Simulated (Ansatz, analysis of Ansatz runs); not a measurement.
# Migration in MgB2C2 (Pnnm): Mg_i hop between interstitial places, charge +2, part 3 of 4

How high is the barrier when Mg changes place in MgB2C2 (Pnnm)? The case: Mg_i hop between interstitial places, charge +2, in a cell of 60 host atoms with 1 Mg put in.

Ansatz 0.2.0; plane-wave PAW DFT, PBEsol; nudged elastic band between two relaxed defect structures at fixed charge in a uniform background.

So far: Set-up; Relaxation of the start point, charge +2; Relaxation of the end point, charge +2.

### 4. Nudged elastic band, charge +2

5 movable images are laid between the ends on a pair-potential path, which keeps atoms from colliding in the first guess. Each image feels the true force across the path and a spring force along it. The highest image is set to climb to the top of the path.

This step: plane-wave PAW DFT, PBEsol; nudged elastic band between two relaxed defect structures at fixed charge in a uniform background.

qp2.neb/input.yaml reads:

```yaml
crystal:
  lattice:
    - [4.61704896, 7.1710112, 0.0]
    - [-4.61704896, 7.1710112, 0.0]
    - [0.0, 0.0, 8.29768847]
  atoms:
    - { symbol: Mg, position: [0.01348902, 0.49049436, 0.16710282] }
    - { symbol: Mg, position: [0.4870874, 0.00927167, 0.16668917] }
    - { symbol: Mg, position: [-0.03646791, 0.01956678, -0.00347105] }
    - { symbol: Mg, position: [0.53711355, 0.4802443, -0.00385361] }
    - { symbol: B, position: [0.31361745, 0.43333055, 0.16689866] }
    - { symbol: B, position: [0.79091597, 0.92195533, 0.16685292] }
    - { symbol: B, position: [0.18697595, 0.06646388, 0.16693613] }
    - { symbol: B, position: [0.70968839, 0.57780871, 0.16699493] }
    - { symbol: B, position: [0.43707877, 0.80087276, -0.00400035] }
    - { symbol: B, position: [0.92803478, 0.30618488, -6.563e-05] }
    - { symbol: B, position: [0.06341341, 0.69884218, -0.00380914] }
    - { symbol: B, position: [0.57258369, 0.19371855, -0.00041311] }
    - { symbol: C, position: [-0.00018776, 0.2145639, 0.16702877] }
    - { symbol: C, position: [0.51478316, 0.71205664, 0.16697144] }
    - { symbol: C, position: [0.50078804, 0.28524768, 0.16684839] }
    - { symbol: C, position: [0.98583462, 0.78771199, 0.16687811] }
    - { symbol: C, position: [0.22324271, 0.51646516, 0.00107941] }
    - { symbol: C, position: [0.70419802, -0.0019702, -0.0002486] }
    - { symbol: C, position: [0.27738648, 0.98338881, 0.00116222] }
    - { symbol: C, position: [0.79639721, 0.50195254, -0.00023184] }
    - { symbol: Mg, position: [0.01168767, 0.49185558, 0.50234211] }
    - { symbol: Mg, position: [0.48886932, 0.00791555, 0.50215913] }
    - { symbol: Mg, position: [-0.03660045, 0.01955267, 0.33773681] }
    - { symbol: Mg, position: [0.53710262, 0.48022403, 0.33732394] }
    - { symbol: B, position: [0.31187503, 0.43441821, 0.50021702] }
    - { symbol: B, position: [0.79355092, 0.91989921, 0.50195797] }
    - { symbol: B, position: [0.18873757, 0.06538263, 0.50028567] }
    - { symbol: B, position: [0.70703398, 0.57992878, 0.50200531] }
    - { symbol: B, position: [0.4372138, 0.8009876, 0.33764127] }
    - { symbol: B, position: [0.92801139, 0.30608065, 0.33428658] }
    - { symbol: B, position: [0.0635008, 0.69885885, 0.3378052] }
    - { symbol: B, position: [0.57257833, 0.19359843, 0.33392203] }
    - { symbol: C, position: [-0.00013088, 0.21253291, 0.50055923] }
    - { symbol: C, position: [0.51410669, 0.71569231, 0.50154256] }
    - { symbol: C, position: [0.50052312, 0.28693991, 0.50025833] }
    - { symbol: C, position: [0.98654421, 0.78403849, 0.50158825] }
    - { symbol: C, position: [0.22320541, 0.51637762, 0.33266249] }
    - { symbol: C, position: [0.70419479, -0.0021753, 0.33407005] }
    - { symbol: C, position: [0.27736321, 0.98332601, 0.33274338] }
    - { symbol: C, position: [0.79639243, 0.50175246, 0.33409842] }
    - { symbol: Mg, position: [0.01175472, 0.49190536, 0.83166897] }
    - { symbol: Mg, position: [0.48887524, 0.00794542, 0.83148379] }
    - { symbol: Mg, position: [-0.01044434, -0.00020928, 0.66709749] }
    - { symbol: Mg, position: [0.51107357, 0.49999967, 0.66679586] }
    - { symbol: B, position: [0.3118927, 0.43438733, 0.83353526] }
    - { symbol: B, position: [0.7935483, 0.91988124, 0.83183081] }
    - { symbol: B, position: [0.188695, 0.06537458, 0.83360753] }
    - { symbol: B, position: [0.7070739, 0.57983788, 0.83187649] }
    - { symbol: B, position: [0.43007353, 0.80304408, 0.66675129] }
    - { symbol: B, position: [0.92602097, 0.30388748, 0.66713661] }
    - { symbol: B, position: [0.07053327, 0.69672753, 0.66708188] }
    - { symbol: B, position: [0.57458735, 0.19588597, 0.66673032] }
    - { symbol: C, position: [4.529e-05, 0.21282047, 0.833599] }
    - { symbol: C, position: [0.51407507, 0.7157186, 0.83223508] }
    - { symbol: C, position: [0.50075778, 0.28726991, 0.83328981] }
    - { symbol: C, position: [0.98649267, 0.78410679, 0.83227958] }
    - { symbol: C, position: [0.22063726, 0.50871935, 0.6668714] }
    - { symbol: C, position: [0.70601287, 0.00073544, 0.66690731] }
    - { symbol: C, position: [0.27995369, 0.9910552, 0.66696774] }
    - { symbol: C, position: [0.79458909, 0.49904639, 0.66691849] }
    - { symbol: Mg, position: [0.25029263, 0.74997067, 0.16697495] }
total_charge: 2
basis:
  ecutwfc: 420
  xc_grid: 2
hamiltonian:
  xc: pbesol
kpoints:
  mp_grid: { grid: [1, 1, 1], shift: [0.25, 0.25, 0.25] }
scf:
  occupations: { method: fixed }
  max_iter: 60
output:
  forces: true
neb:
  images: 5
  f_tol: 0.05
  climbing: true
  initial_path: idpp
  max_iterations: 45
  order_check: true
  optimiser: lbfgs
  final_atoms:
    - { symbol: Mg, position: [0.01166916, 0.49208094, 0.16451805] }
    - { symbol: Mg, position: [0.48895109, 0.00774665, 0.16449383] }
[... 11 atom lines left out ...]
    - { symbol: C, position: [0.51397368, 0.71563961, 0.16515684] }
[... 1 atom line left out ...]
    - { symbol: C, position: [0.98661626, 0.78424212, 0.16515427] }
[... 6 atom lines left out ...]
    - { symbol: Mg, position: [-0.03645185, 0.01962225, 0.32941592] }
    - { symbol: Mg, position: [0.53710679, 0.48018438, 0.3290737] }
[... 2 atom lines left out ...]
    - { symbol: B, position: [0.18695566, 0.06654465, 0.49985541] }
[... 1 atom line left out ...]
    - { symbol: B, position: [0.43704982, 0.80087416, 0.32893476] }
[... 1 atom line left out ...]
    - { symbol: B, position: [0.06345571, 0.69887996, 0.32903402] }
[... 2 atom lines left out ...]
    - { symbol: C, position: [0.5146995, 0.7119928, 0.49989005] }
[... 1 atom line left out ...]
    - { symbol: C, position: [0.98587027, 0.78778146, 0.4997518] }
    - { symbol: C, position: [0.22320104, 0.51643897, 0.33400281] }
[... 1 atom line left out ...]
    - { symbol: C, position: [0.27749479, 0.98349787, 0.3340858] }
[... 21 atom lines left out ...]
    - { symbol: Mg, position: [0.25030157, 0.74985792, 0.49981621] }
```

Launch:

```bash
> ansatz run input.yaml --threads 4 --pin off --max-ram 7536MiB --backend cpu --events-out ev --progress --plain --runs-dir out
```

Numbers of over 12 decimals in the logs are rounded to 6 here.

Log:

```text
[...]
Warning: neb: disabling space-group detection — the band's intermediate images generally break the endpoint symmetry, so the full k-mesh is solved, and no spatial operation symmetrises the density, except that a semilocal band can use its path's symmetry [...]
[...]
parallel-image band execution: 4 concurrent image workers
NEB image 0
Crystal: 61 atoms, lattice volume = 549.455 Å³
Basis set: ecut = 420 eV, 10723 PW (Γ), exchange–correlation on 120×120×120 points (8 copies of the dense FFT grid, shifted against one another)
Bands: 209, of which v1, the nominal top of the filled ones, is band 148 counted from 1 (147 counted from 0)
Symmetry: 1 space group operations
k-points: 1
[...]
SCF iter   1: F=—  HF=-34467.743995 eV  |F-HF|=—  |Δ(HF+E_count)|=         —  Δρ=1.41e-2  dr2=1.10e0  ethr=1.77e-3  ⟨swp⟩=5.0  Hψ=691  notcnv=0  defer=58
[...]
SCF iter   8: F=-34467.262555 eV  HF=-34467.262555 eV  |F-HF|=4.76e-8  |Δ(HF+E_count)|=   1.21e-7  Δρ=4.20e-6  dr2=7.91e-8  ethr=3.38e-11  ⟨swp⟩=3.0  Hψ=746  notcnv=0
SCF 1 converged in 8 iterations: F = -34467.262555 eV  dr2 = 7.91e-8
[...]
NSCF: frozen V_eff on 1 k-points
NEB image 6
SCF iter   1: F=—  HF=-34467.743182 eV  |F-HF|=—  |Δ(HF+E_count)|=         —  Δρ=1.41e-2  dr2=1.10e0  ethr=1.77e-3  ⟨swp⟩=5.0  Hψ=694  notcnv=0  defer=58
[...]
SCF iter   8: F=-34467.262584 eV  HF=-34467.262584 eV  |F-HF|=4.75e-8  |Δ(HF+E_count)|=   1.21e-7  Δρ=4.17e-6  dr2=7.82e-8  ethr=3.38e-11  ⟨swp⟩=3.0  Hψ=746  notcnv=0
SCF 2 converged in 8 iterations: F = -34467.262584 eV  dr2 = 7.82e-8
[...]
NEB end point (image 0): max|allowed force component| = 9.716e-3 eV/Å (the criterion of neb.relax_end_points is 1.000e-2)
NEB end point (image 6): max|allowed force component| = 1.185e-2 eV/Å (the criterion of neb.relax_end_points is 1.000e-2)
NEB image 1
SCF iter   1: F=—  HF=-34467.219044 eV  |F-HF|=—  |Δ(HF+E_count)|=         —  Δρ=1.41e-2  dr2=1.08e0  ethr=1.77e-3  ⟨swp⟩=5.0  Hψ=695  notcnv=0  defer=57
[...]
SCF iter   8: F=-34466.746836 eV  HF=-34466.746836 eV  |F-HF|=4.15e-8  |Δ(HF+E_count)|=   1.30e-7  Δρ=4.10e-6  dr2=8.24e-8  ethr=3.38e-11  ⟨swp⟩=3.0  Hψ=743  notcnv=0
SCF 3 converged in 8 iterations: F = -34466.746836 eV  dr2 = 8.24e-8
NEB image 2
SCF iter   1: F=—  HF=-34466.280956 eV  |F-HF|=—  |Δ(HF+E_count)|=         —  Δρ=1.40e-2  dr2=1.07e0  ethr=1.77e-3  ⟨swp⟩=5.0  Hψ=644  notcnv=0  defer=57
[...]
SCF iter   8: F=-34465.817983 eV  HF=-34465.817983 eV  |F-HF|=3.41e-8  |Δ(HF+E_count)|=   8.81e-8  Δρ=3.92e-6  dr2=8.32e-8  ethr=3.38e-11  ⟨swp⟩=3.0  Hψ=742  notcnv=0
SCF 4 converged in 8 iterations: F = -34465.817983 eV  dr2 = 8.32e-8
NEB image 3
SCF iter   1: F=—  HF=-34465.809448 eV  |F-HF|=—  |Δ(HF+E_count)|=         —  Δρ=1.40e-2  dr2=1.08e0  ethr=1.77e-3  ⟨swp⟩=5.0  Hψ=645  notcnv=0  defer=57
[...]
SCF iter   8: F=-34465.344503 eV  HF=-34465.344503 eV  |F-HF|=2.82e-8  |Δ(HF+E_count)|=   8.42e-8  Δρ=3.85e-6  dr2=8.27e-8  ethr=3.38e-11  ⟨swp⟩=3.0  Hψ=740  notcnv=0
SCF 5 converged in 8 iterations: F = -34465.344503 eV  dr2 = 8.27e-8
NEB image 4
SCF iter   1: F=—  HF=-34466.291036 eV  |F-HF|=—  |Δ(HF+E_count)|=         —  Δρ=1.40e-2  dr2=1.07e0  ethr=1.77e-3  ⟨swp⟩=5.0  Hψ=645  notcnv=0  defer=58
[...]
SCF iter   8: F=-34465.827844 eV  HF=-34465.827844 eV  |F-HF|=3.43e-8  |Δ(HF+E_count)|=   8.88e-8  Δρ=3.92e-6  dr2=8.31e-8  ethr=3.38e-11  ⟨swp⟩=3.0  Hψ=742  notcnv=0
SCF 6 converged in 8 iterations: F = -34465.827844 eV  dr2 = 8.31e-8
NEB image 5
SCF iter   1: F=—  HF=-34467.225199 eV  |F-HF|=—  |Δ(HF+E_count)|=         —  Δρ=1.41e-2  dr2=1.08e0  ethr=1.77e-3  ⟨swp⟩=5.0  Hψ=696  notcnv=0  defer=58
[...]
SCF iter   8: F=-34466.752919 eV  HF=-34466.752919 eV  |F-HF|=4.11e-8  |Δ(HF+E_count)|=   1.30e-7  Δρ=4.09e-6  dr2=8.23e-8  ethr=3.38e-11  ⟨swp⟩=3.0  Hψ=743  notcnv=0
SCF 7 converged in 8 iterations: F = -34466.752919 eV  dr2 = 8.23e-8
NEB iter   1: max|band force component| = 2.047e0 eV/Å  barrier→ = 1.9181 eV  barrier← = 1.9181 eV  Δτ_max = 0.0296 Å  (56 SCF iters)
NEB image 1
[...]
SCF iter   6: F=-34466.815805 eV  HF=-34466.815805 eV  |F-HF|=5.17e-10  |Δ(HF+E_count)|=   5.72e-8  Δρ=1.51e-6  dr2=2.26e-8  ethr=3.38e-11  ⟨swp⟩=4.0  Hψ=641  notcnv=0
SCF 8 converged in 6 iterations: F = -34466.815805 eV  dr2 = 2.26e-8
NEB image 2
[...]
SCF iter   6: F=-34465.989309 eV  HF=-34465.989309 eV  |F-HF|=1.75e-10  |Δ(HF+E_count)|=   1.43e-7  Δρ=2.36e-6  dr2=5.37e-8  ethr=3.38e-11  ⟨swp⟩=4.0  Hψ=657  notcnv=0
SCF 9 converged in 6 iterations: F = -34465.989309 eV  dr2 = 5.37e-8
NEB image 3
[...]
SCF iter   6: F=-34465.573906 eV  HF=-34465.573906 eV  |F-HF|=3.04e-9  |Δ(HF+E_count)|=   1.95e-7  Δρ=2.66e-6  dr2=6.61e-8  ethr=3.38e-11  ⟨swp⟩=4.0  Hψ=657  notcnv=0
SCF 10 converged in 6 iterations: F = -34465.573906 eV  dr2 = 6.61e-8
NEB image 4
[...]
SCF iter   6: F=-34465.996194 eV  HF=-34465.996194 eV  |F-HF|=2.26e-10  |Δ(HF+E_count)|=   1.41e-7  Δρ=2.37e-6  dr2=5.28e-8  ethr=3.38e-11  ⟨swp⟩=4.0  Hψ=644  notcnv=0
SCF 11 converged in 6 iterations: F = -34465.996194 eV  dr2 = 5.28e-8
NEB image 5
[...]
SCF iter   6: F=-34466.820475 eV  HF=-34466.820475 eV  |F-HF|=2.47e-10  |Δ(HF+E_count)|=   5.70e-8  Δρ=1.51e-6  dr2=2.19e-8  ethr=3.38e-11  ⟨swp⟩=4.0  Hψ=641  notcnv=0
SCF 12 converged in 6 iterations: F = -34466.820475 eV  dr2 = 2.19e-8
NEB iter   2: max|band force component| = 1.473e0 eV/Å  barrier→ = 1.6886 eV  barrier← = 1.6887 eV  Δτ_max = 0.0824 Å  (30 SCF iters)
NEB image 1
[...]
SCF iter   6: F=-34466.905205 eV  HF=-34466.905205 eV  |F-HF|=1.00e-8  |Δ(HF+E_count)|=   2.53e-7  Δρ=3.29e-6  dr2=9.46e-8  ethr=3.38e-11  ⟨swp⟩=4.0  Hψ=657  notcnv=0
SCF 13 converged in 6 iterations: F = -34466.905205 eV  dr2 = 9.46e-8
NEB image 2
[...]
SCF iter   7: F=-34466.198164 eV  HF=-34466.198164 eV  |F-HF|=1.29e-8  |Δ(HF+E_count)|=   8.36e-8  Δρ=2.12e-6  dr2=3.63e-8  ethr=3.38e-11  ⟨swp⟩=4.0  Hψ=641  notcnv=0
SCF 14 converged in 7 iterations: F = -34466.198164 eV  dr2 = 3.63e-8
NEB image 3
[...]
SCF iter   7: F=-34465.838736 eV  HF=-34465.838736 eV  |F-HF|=1.62e-8  |Δ(HF+E_count)|=   1.10e-7  Δρ=2.48e-6  dr2=4.67e-8  ethr=3.38e-11  ⟨swp⟩=4.0  Hψ=571  notcnv=0
SCF 15 converged in 7 iterations: F = -34465.838736 eV  dr2 = 4.67e-8
NEB image 4
[...]
SCF 115 converged in 7 iterations: F = -34467.192589 eV  dr2 = 4.00e-8
NEB point between images 1 and 2
[...]
SCF iter   7: F=-34466.727961 eV  HF=-34466.727961 eV  |F-HF|=2.85e-8  |Δ(HF+E_count)|=   2.31e-7  Δρ=3.05e-6  dr2=7.95e-8  ethr=3.38e-11  ⟨swp⟩=4.0  Hψ=657  notcnv=0
SCF 116 converged in 7 iterations: F = -34466.727961 eV  dr2 = 7.95e-8
NEB point between images 2 and 3
[...]
SCF iter   7: F=-34466.165215 eV  HF=-34466.165216 eV  |F-HF|=3.46e-8  |Δ(HF+E_count)|=   2.50e-7  Δρ=3.06e-6  dr2=7.85e-8  ethr=3.38e-11  ⟨swp⟩=4.0  Hψ=657  notcnv=0
SCF 117 converged in 7 iterations: F = -34466.165215 eV  dr2 = 7.85e-8
NEB point between images 3 and 4
[...]
SCF iter   7: F=-34466.165170 eV  HF=-34466.165170 eV  |F-HF|=1.99e-9  |Δ(HF+E_count)|=   2.88e-7  Δρ=2.06e-6  dr2=3.16e-8  ethr=3.38e-11  ⟨swp⟩=4.0  Hψ=657  notcnv=0
SCF 118 converged in 7 iterations: F = -34466.165170 eV  dr2 = 3.16e-8
NEB point between images 4 and 5
[...]
SCF iter   7: F=-34466.727736 eV  HF=-34466.727736 eV  |F-HF|=1.43e-8  |Δ(HF+E_count)|=   4.05e-7  Δρ=3.07e-6  dr2=8.46e-8  ethr=3.38e-11  ⟨swp⟩=4.0  Hψ=644  notcnv=0
SCF 119 converged in 7 iterations: F = -34466.727736 eV  dr2 = 8.46e-8
NEB point between images 5 and 6
[...]
SCF iter   7: F=-34467.192633 eV  HF=-34467.192633 eV  |F-HF|=2.40e-10  |Δ(HF+E_count)|=   2.20e-7  Δρ=2.22e-6  dr2=4.01e-8  ethr=3.38e-11  ⟨swp⟩=4.0  Hψ=657  notcnv=0
SCF 120 converged in 7 iterations: F = -34467.192633 eV  dr2 = 4.01e-8
NEB iter  19: max|band force component| = 4.625e-2 eV/Å  barrier→ = 1.1903 eV  barrier← = 1.1904 eV  CI = image 3  Δτ_max = 0.0000 Å  (254 SCF iters)
SCF converged after 6 iterations
Free energy (F): -34466.072217 eV
[...]
Internal energy: -34466.072217 eV  (E = F + TS)
E sigma→0 (E₀):  -34466.072217 eV
Fermi energy:    8.186277 eV
[...]
--- Forces (eV/Å), atoms counted from 1 ---
  atom   1  Mg    -0.00934575     0.00342135    -0.00254344
  atom   2  Mg     0.00812086    -0.00233279    -0.00147657
  [... 11 atoms left out ...]
  atom  14  C     -0.00264976    -0.00545237    -0.00437025
  [... 1 atom left out ...]
  atom  16  C      0.00285357     0.00496867    -0.00361097
  [... 6 atoms left out ...]
  atom  23  Mg     0.00588713     0.00712524    -0.00019007
  [... 5 atoms left out ...]
  atom  29  B     -0.00877039    -0.00782934     0.00019100
  [... 1 atom left out ...]
  atom  31  B      0.00751661     0.00990067     0.00000701
  [... 2 atoms left out ...]
  atom  34  C     -0.00315401    -0.00578639     0.00433466
  [... 1 atom left out ...]
  atom  36  C      0.00247573     0.00402709     0.00316060
  atom  37  C     -0.00327592     0.00421201    -0.00045187
  [... 1 atom left out ...]
  atom  39  C      0.00332372     0.00454468     0.00036466
  [... 21 atoms left out ...]
  atom  61  Mg    -0.00268169    -0.00003408     0.00000922
  max |Σ_I F_I| component: 2.87e-6 eV/Å
--- Band table (eV) ---
[...]
this run last wrote the band of iteration 19 to <dir>; this run last wrote the band within `neb.f_tol` of iteration 17 to <dir>
--- NEB band (7 images, 19 band iterations, 739 SCF iterations) ---
  forward barrier  = 1.190338 eV
  backward barrier = 1.190367 eV
  climbing image's point = a first-order saddle point (lowest curvatures found: -2.60 and 0.95 eV/Å²)
  energies are F+E_penalty+E_count in eV, relative to image 0
  image     s (Å)  Δ vs image 0  max|band force component| (eV/Å)
      0    0.0000      0.000000                                 —
      1    0.5476      0.249203                          3.874e-2
      2    1.0951      0.847217                          4.552e-2
  *   3    1.6424      1.190338                          1.683e-2
      4    2.1897      0.847351                          4.625e-2
      5    2.7370      0.249382                          3.889e-2
      6    3.2846     -0.000029                                 —
  saddle-point geometry (image 3):
  cell:  # Å, volume = 549.4548 Å³
    - [4.61704896, 7.1710112, 0.0]
    - [-4.61704896, 7.1710112, 0.0]
    - [0.0, 0.0, 8.29768847]
  atoms:
    - { symbol: Mg, position: [0.012930, 0.481898, 0.161167] }
    - { symbol: Mg, position: [0.487866, 0.017639, 0.160948] }
    - { symbol: Mg, position: [-0.004572, -0.001641, 5.5010257107986035e-5] }
    - { symbol: Mg, position: [0.505136, 0.501500, -0.000115] }
    - { symbol: B, position: [0.310227, 0.427450, 0.167262] }
    - { symbol: B, position: [0.796035, 0.918661, 0.164788] }
    - { symbol: B, position: [0.190374, 0.072344, 0.167369] }
    - { symbol: B, position: [0.704729, 0.581481, 0.164974] }
    - { symbol: B, position: [0.426311, 0.807248, -0.000149] }
    - { symbol: B, position: [0.921381, 0.304200, -0.001008] }
    - { symbol: B, position: [0.074391, 0.692571, -0.000180] }
    - { symbol: B, position: [0.579157, 0.195716, -0.001388] }
    - { symbol: C, position: [-0.001699, 0.215156, 0.167046] }
    - { symbol: C, position: [0.510915, 0.719968, 0.167508] }
    - { symbol: C, position: [0.502417, 0.284808, 0.166785] }
    - { symbol: C, position: [0.989855, 0.779833, 0.167335] }
    - { symbol: C, position: [0.220524, 0.502842, 0.000360] }
    - { symbol: C, position: [0.713050, 0.000589, -0.000689] }
    - { symbol: C, position: [0.280188, 0.997058, 0.000541] }
    - { symbol: C, position: [0.787799, 0.499529, -0.000545] }
    - { symbol: Mg, position: [0.012787, 0.482060, 0.505804] }
    - { symbol: Mg, position: [0.487726, 0.017798, 0.505584] }
    - { symbol: Mg, position: [-0.059797, 0.038979, 0.333761] }
    - { symbol: Mg, position: [0.560554, 0.460669, 0.332989] }
    - { symbol: B, position: [0.310251, 0.427524, 0.499376] }
    - { symbol: B, position: [0.795873, 0.918327, 0.501780] }
    - { symbol: B, position: [0.190399, 0.072420, 0.499491] }
    - { symbol: B, position: [0.704567, 0.581148, 0.501960] }
    - { symbol: B, position: [0.455778, 0.814704, 0.333587] }
    - { symbol: B, position: [0.926731, 0.309332, 0.333568] }
    - { symbol: B, position: [0.044796, 0.685099, 0.333163] }
    - { symbol: B, position: [0.573861, 0.190442, 0.333183] }
    - { symbol: C, position: [-0.001833, 0.214982, 0.499966] }
    - { symbol: C, position: [0.510757, 0.719974, 0.499409] }
    - { symbol: C, position: [0.502283, 0.284635, 0.499704] }
    - { symbol: C, position: [0.989696, 0.779839, 0.499249] }
    - { symbol: C, position: [0.215023, 0.503424, 0.333243] }
    - { symbol: C, position: [0.705425, -0.005261, 0.333255] }
    - { symbol: C, position: [0.285533, 0.996337, 0.333507] }
    - { symbol: C, position: [0.795208, 0.505066, 0.333496] }
    - { symbol: Mg, position: [0.004272, 0.496245, 0.833403] }
    - { symbol: Mg, position: [0.496234, 0.003661, 0.833346] }
    - { symbol: Mg, position: [-0.004543, -0.001701, 0.666881] }
    - { symbol: Mg, position: [0.505157, 0.501447, 0.666679] }
    - { symbol: B, position: [0.310601, 0.425968, 0.833305] }
    - { symbol: B, position: [0.803037, 0.920978, 0.833289] }
    - { symbol: B, position: [0.189962, 0.073817, 0.833445] }
    - { symbol: B, position: [0.697540, 0.578811, 0.833462] }
    - { symbol: B, position: [0.426220, 0.807239, 0.666930] }
    - { symbol: B, position: [0.921382, 0.304057, 0.668144] }
    - { symbol: B, position: [0.074290, 0.692557, 0.666900] }
    - { symbol: B, position: [0.579159, 0.195574, 0.667753] }
    - { symbol: C, position: [-0.002615, 0.213195, 0.833549] }
    - { symbol: C, position: [0.504046, 0.717879, 0.833457] }
    - { symbol: C, position: [0.503184, 0.286615, 0.833202] }
    - { symbol: C, position: [0.996539, 0.781910, 0.833294] }
    - { symbol: C, position: [0.220389, 0.502740, 0.666207] }
    - { symbol: C, position: [0.712787, 0.000263, 0.667297] }
    - { symbol: C, position: [0.280052, 0.996955, 0.666392] }
    - { symbol: C, position: [0.787533, 0.499201, 0.667439] }
    - { symbol: Mg, position: [0.250377, 0.749783, 0.333373] }
```

It took 6 min on 4 threads of Intel Xeon Platinum 8488C (Sapphire Rapids), shared host; peak memory 2.9 GiB.

[end of part 3 of 4]

[Logs are printed without paths, hosts, clocks, repeated set-up lines and the standing remarks that a program may print on its own settings, such as how far it seeks lower states.]

[Hosts, paths, dates, database ids (printed as entryN), source tags and the programs' standing remarks are cut or masked in the printed files.]
